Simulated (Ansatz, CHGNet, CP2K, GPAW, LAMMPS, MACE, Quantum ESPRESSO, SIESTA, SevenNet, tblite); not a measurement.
# How far do other methods lie from plane waves? In2O3 with crystalline order left by the classical run (85 atoms)

Aim: forces, pressure of In2O3 with crystalline order left by the classical run (85 atoms) at one geometry, from other programs and methods, against plane-wave PBE.

Results are calculated, not measured.

## 1. The cell

The cell holds 85 atoms (34 In and 51 O), with edges of 10.56, 10.56 and 10.56 Å. Recipe: 85 atoms (34 Sc, 51 O) placed at random at 3.63 g/cm³, melted at 5000 K for 10 ps at fixed volume with the Morse and Coulomb pair potential with partial charges (Pedone, Malavasi, Menziani, Cormack and Segre, J. Phys. Chem. B 110, 11780 (2006)). Quenched from 5000 K to 300 K at 10 K/ps and fixed volume, held 10 ps at zero pressure, then minimised at fixed cell. Then Sc was replaced by In and the cell scaled by 1.038 (the potential has no terms for the new elements, so the cell is a start for a DFT relaxation). The density is 6.65 g/cm³.

## 2. The reference input

Quantum ESPRESSO 7.5: Kohn-Sham DFT, PBE, SSSP efficiency 1.3.0 pseudopotentials, plane waves. Its input, pw.in:

```
&control
  calculation = 'scf'
  pseudo_dir = './pseudo'
  outdir = './tmp'
  disk_io = 'none'
  tprnfor = .true.
  tstress = .true.
/
&system
  ibrav = 0
  nat = 85
  ntyp = 2
  ecutwfc = 60
  ecutrho = 480
  nosym = .true.
  occupations = 'smearing'
  smearing = 'fd'
  degauss = 0.003675
/
&electrons
  conv_thr = 4.3e-07
  electron_maxstep = 100
  mixing_beta = 0.4
  mixing_mode = 'plain'
  diagonalization = 'david'
/
ATOMIC_SPECIES
In 114.818 In.upf
O 15.999 O.upf
CELL_PARAMETERS angstrom
10.56142 0.00000 0.00000
0.00000 10.56142 0.00000
0.00000 0.00000 10.56142
ATOMIC_POSITIONS crystal
In 0.08861 0.82545 0.99279
In 0.17585 0.56740 0.84533
In 0.72887 0.53097 0.52458
In 0.93215 0.64855 0.22476
[... 79 atom lines left out ...]
O 0.24630 0.41726 0.53011
O 0.78300 0.52554 0.32771
K_POINTS gamma
```

```console
$ OMP_NUM_THREADS=1 mpirun -np 4 pw.x -in pw.in > output.txt
```

Wall time 5 min (4 MPI ranks of Arm Neoverse V2, shared host); peak memory 4.3 GiB.

It converged with an r.m.s. force component of 0.23 eV/Å and a pressure of -2.1 GPa.

## 3. What was run beside it

- CHGNet: machine-learned potential, published weights.
- CP2K 2026.2: Gaussian basis with GTH pseudopotentials and a plane-wave density; labels give functional, basis (MOLOPT sets; SR short-range, UZH the newer set with its own potentials), grid cutoff/relative cutoff and solver (OT: orbital transformation; TRS4, TC2, SIGN: linear-scaling purification with its sparsity filter), or its built-in tight binding.
- GPAW 26.7.0: PAW with atomic orbitals (LCAO), plane waves or a real-space grid of spacing h.
- MACE: machine-learned potential, published weights.
- SIESTA 5.4.2: numerical atomic orbitals, whose automatically made sets are far from complete, with PseudoDojo norm-conserving potentials that we converted to its format (checked against plane waves on the same files for H, C, O, Si, Ge and Ca alone); labels give functional, basis size, energy shift and mesh cutoff.
- SevenNet: machine-learned potential, published weights.

All use the same cell and atoms, and the electronic-structure runs the same k-mesh.

## 4. All runs compared

Differences are against the reference: forces as r.m.s. over components, share as that over the reference's r.m.s. force, slope as the fitted ratio of a run's forces to the reference's.

| run | Δ force, r.m.s. (meV/Å) | share (%) | slope | Δ pressure (GPa) | cores | CPU time | memory (GiB) |
| --- | --- | --- | --- | --- | --- | --- | --- |
| reference | - | - | - | - | 4 | 20 min | 4.3 |
| CHGNet r2SCAN potential | 113 | 48.2 | 0.672 | -4.03 | 1 | 4.4 s | 1.1 |
| CP2K PBE, DZVP-UZH, 800/50 Ry, diagonalisation | 38.6 | 16.5 | 1.041 | 2.40 | 2 | 11 min | 5.4 |
| GPAW PBE, LCAO dzp, h 0.18 Å | 64.9 | 27.7 | 1.078 | - | 1 | 7.1 min | 2.1 |
| GPAW PBE, LCAO dzp, h 0.22 Å (coarse) | 141 | 60.0 | 1.084 | - | 1 | 4.3 min | 1.2 |
| MACE MP-0b3 medium potential | 47.9 | 20.4 | 0.926 | 0.286 | 1 | 8.4 s | 1.1 |
| SIESTA PBE, DZ, shift 0.01 Ry, mesh 500 Ry (coarse) | 136 | 57.9 | 1.137 | 0.150 | 2 | 4.2 min | 1.8 |
| SIESTA PBE, DZP, shift 0.01 Ry, mesh 500 Ry | 81.2 | 34.6 | 1.096 | 1.08 | 4 | 12 min | 3.2 |
| SIESTA PBE, SZP, shift 0.01 Ry, mesh 500 Ry (coarse) | 85.7 | 36.6 | 1.144 | 3.06 | 2 | 11 min | 2.5 |
| SIESTA revPBE, PBE potentials, DZP, shift 0.01 Ry, mesh 500 Ry | 81.2 | 34.7 | 1.116 | 3.36 | 4 | 12 min | 3.2 |
| SevenNet 0 potential | 49.0 | 20.9 | 0.916 | 0.445 | 1 | 7.5 s | 0.91 |

Rows marked coarse were listed beforehand as settings not expected to be converged; some can still land near the reference.

Times of the machine-learned potentials are mostly Python's start and the loading of weights.

Runs without a result: tblite GFN1-xTB (ended with an error or stopped unconverged).

CPU time is summed over cores on shared hosts, so it is rough.

## 5. What came out

Forces lie from 16 % (CP2K PBE, DZVP-UZH, 800/50 Ry, diagonalisation) to 60 % (GPAW PBE, LCAO dzp, h 0.22 Å, coarse) of the reference's r.m.s. force of 0.23 eV/Å away from it. The PBE runs in local orbitals, coarse settings apart, differ by 16 % (CP2K PBE, DZVP-UZH, 800/50 Ry, diagonalisation) to 35 % (SIESTA PBE, DZP, shift 0.01 Ry, mesh 500 Ry); basis, grid and potentials can all enter. Machine-learned potentials differ by 20 % (MACE MP-0b3 medium potential) to 48 % (CHGNet r2SCAN potential); they were trained on other programs' data, some at another functional. Rows with another functional or a dispersion term differ by 35 % (SIESTA revPBE, PBE potentials, DZP, shift 0.01 Ry, mesh 500 Ry), which mixes the change of model with differences of basis and potentials, some of them made for another functional.

Runs with settings chosen to be coarse differ by 37 % (SIESTA PBE, SZP, shift 0.01 Ry, mesh 500 Ry) to 60 % (GPAW PBE, LCAO dzp, h 0.22 Å), their programs' other errors included. From GPAW PBE, LCAO dzp, h 0.22 Å to the finer GPAW PBE, LCAO dzp, h 0.18 Å the share falls from 60 to 28 %. Pressures at PBE, coarse settings apart, lie +1.08 to +2.40 GPa from the reference's.

Caveats: The reference's pressure holds the uncorrected Pulay stress of its 60 Ry basis, so small pressure differences may be the reference's own error. Machine-learned potentials mimic data converged in k, so the reference's own k-point error enters their differences. The quench rate of 10 K/ps is many orders above laboratory rates, so the cell is likely richer in defects and strain than a real sample. The network of bonds at the start is that of the classical potential that made the cell, and needn't be the one that DFT or experiment would give. The reference's stress is far from hydrostatic: its diagonal is -4.5, 0.5, -2.4 GPa, compression counted positive. The electronic-structure runs sample only Γ, in a cell whose shortest periodic width is 11 Å. The reference's pressure of -2.1 GPa reflects the volume that the recipe set, positions that aren't this level's minimum and the basis. Spin–orbit coupling is left out. Where levels are smeared, the DFT runs use Fermi–Dirac occupations at 580 K (0.05 eV), and energies are free energies. The reference's cutoffs and mesh weren't converged further here.

[Logs are printed without paths, hosts, clocks, repeated set-up lines and the standing remarks that a program may print on its own settings, such as how far it seeks lower states.]

[Hosts, paths, dates, database ids (printed as entryN), source tags and the programs' standing remarks are cut or masked in the printed files.]

[Cells were taken only where this reference lay near another plane-wave run.]
